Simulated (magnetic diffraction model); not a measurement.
## Which magnetic order? TbMn₂As₂

Space group P-3m1 (no. 164), a = 4.2020 Å, c = 6.9040 Å.

```csv
site,atom,x,y,z
1a,Tb,0,0,0
2d,As,2/3,1/3,0.7401
2d,Mn,2/3,1/3,0.3758
```

This is a made-up structure (elements placed in a structure type, unrelaxed), so the numbers test the method and describe no known phase.

Only Tb is taken to order (form factors of Tb3+); orders and moment sizes are assumed, and not adapted to the symmetry. Radiation: neutrons of λ = 2.41 Å, 3° to 100°; isotropic B of 0.38 Å² (Tb), 0.4 Å² (As) and 0.5 Å² (Mn). Simulated constant-wavelength pattern: nuclear and magnetic terms add, the magnetic one as |2.695 fm × Σ f S⊥ exp(2πi Q·r) exp(−B s²)|², summed over all Q at one angle with the factor 1/(sin²θ cos θ). For collinear order S is the moment m, which repeats by lattice and centring translations R with the sign exp(−2πi k·R). Free-ion form factors, Sears's scattering lengths of 1992, no absorption; a label names one of the reflections at its angle. The strongest nuclear line in the range is 100, and lines under 0.2 are left out.

Above the ordering temperature:

| 2θ (°) | index | I |
| --- | --- | --- |
| 20.10 | (0 0 1) | 36.9 |
| 38.67 | (1 0 0) | 4.6 |
| 40.86 | (0 0 2) | 2.2 |
| 43.96 | (1 0 1) | 100.0 |
| 57.52 | (1 0 2) | 57.9 |
| 63.15 | (0 0 3) | 0.7 |
| 69.99 | (1 1 0) | 14.5 |
| 73.67 | (1 1 1) | 22.0 |
| 76.56 | (1 0 3) | 17.9 |
| 82.94 | (2 0 0) | 1.4 |
| 84.35 | (1 1 2) | 4.4 |
| 86.45 | (2 0 1) | 36.3 |
| 88.56 | (0 0 4) | 16.1 |
| 96.94 | (2 0 2) | 30.2 |

Below it (cell unchanged):

| 2θ (°) | I |
| --- | --- |
| 19.06 | 145.4 |
| 20.10 | 36.9 |
| 27.84 | 132.1 |
| 38.67 | 4.6 |
| 39.23 | 17.1 |
| 40.86 | 2.2 |
| 43.96 | 100.0 |
| 45.45 | 45.5 |
| 51.96 | 19.2 |
| 53.71 | 18.6 |
| 56.27 | 35.4 |
| 57.52 | 57.9 |
| 59.56 | 12.3 |
| 63.15 | 0.7 |
| 63.53 | 21.2 |
| 66.62 | 19.0 |
| 68.13 | 26.7 |
| 69.99 | 14.5 |
| 73.30 | 1.2 |
| 73.31 | 11.8 |
| 73.67 | 22.0 |
| 74.76 | 14.6 |
| 76.56 | 17.9 |
| 76.92 | 4.1 |
| 82.94 | 1.4 |
| 84.35 | 4.4 |
| 86.11 | 17.6 |
| 86.45 | 36.3 |
| 87.50 | 6.5 |
| 88.56 | 16.1 |
| 91.70 | 9.4 |
| 92.39 | 7.8 |
| 92.39 | 9.3 |
| 95.89 | 14.7 |
| 96.94 | 30.2 |
| 98.01 | 7.1 |
(The table stops after 36 lines; 1 more lie at higher angle.)

**Question.** Check that the new lines index with k = (0 1/2 0), then choose among these models:
A. collinear moments along [120], 8.5 μB on Tb
B. collinear moments along [101], 8.5 μB on Tb
C. collinear moments along [100], 8.5 μB on Tb

The new lines index as (0 1/2 0) at 19.06°, (0 1/2 1) at 27.84°, (1 -1/2 1) at 39.23° and (0 1/2 2) at 45.45°, that is as H ± k with k = (0 1/2 0), one of 3 inequivalent arms of its star (k and −k counted as one), which a powder can't tell apart. Half indices mean that the moments reverse under translations with k·R a half-integer, and the magnetic cell has twice the primitive volume.

Magnetic intensity, observed (below minus above) and for each model:

| 2θ (°) | index | observed | A | B | C |
| --- | --- | --- | --- | --- | --- |
| 19.06 | (0 1/2 0) | 145.4 | <0.2 | 145.4 | 145.4 |
| 27.84 | (0 1/2 1) | 132.1 | 69.5 | 81.3 | 132.1 |
| 33.33 | (1 -1/2 0) | <0.2 | 45.0 | 32.8 | <0.2 |
| 39.23 | (1 -1/2 1) | 17.1 | 63.1 | 38.2 | 17.1 |
| 45.45 | (0 1/2 2) | 45.5 | 37.2 | 18.4 | 45.5 |
| 53.71 | (1 -1/2 2) | 18.6 | 31.2 | 14.2 | 18.6 |
| 63.53 | (0 3/2 1) | 21.2 | 2.3 | 19.5 | 21.2 |
| 76.92 | (2 -1/2 1) | 4.1 | 25.5 | 19.5 | 4.1 |

Model C matches.

The absence at (1 -1/2 0) is telling: Q lies along the moments there, so the part normal to Q vanishes.

The structure used: k = (0 1/2 0), collinear moments along [100], 8.5 μB on Tb.

[Logs are printed without paths, hosts, clocks, repeated set-up lines and the standing remarks that a program may print on its own settings, such as how far it seeks lower states.]
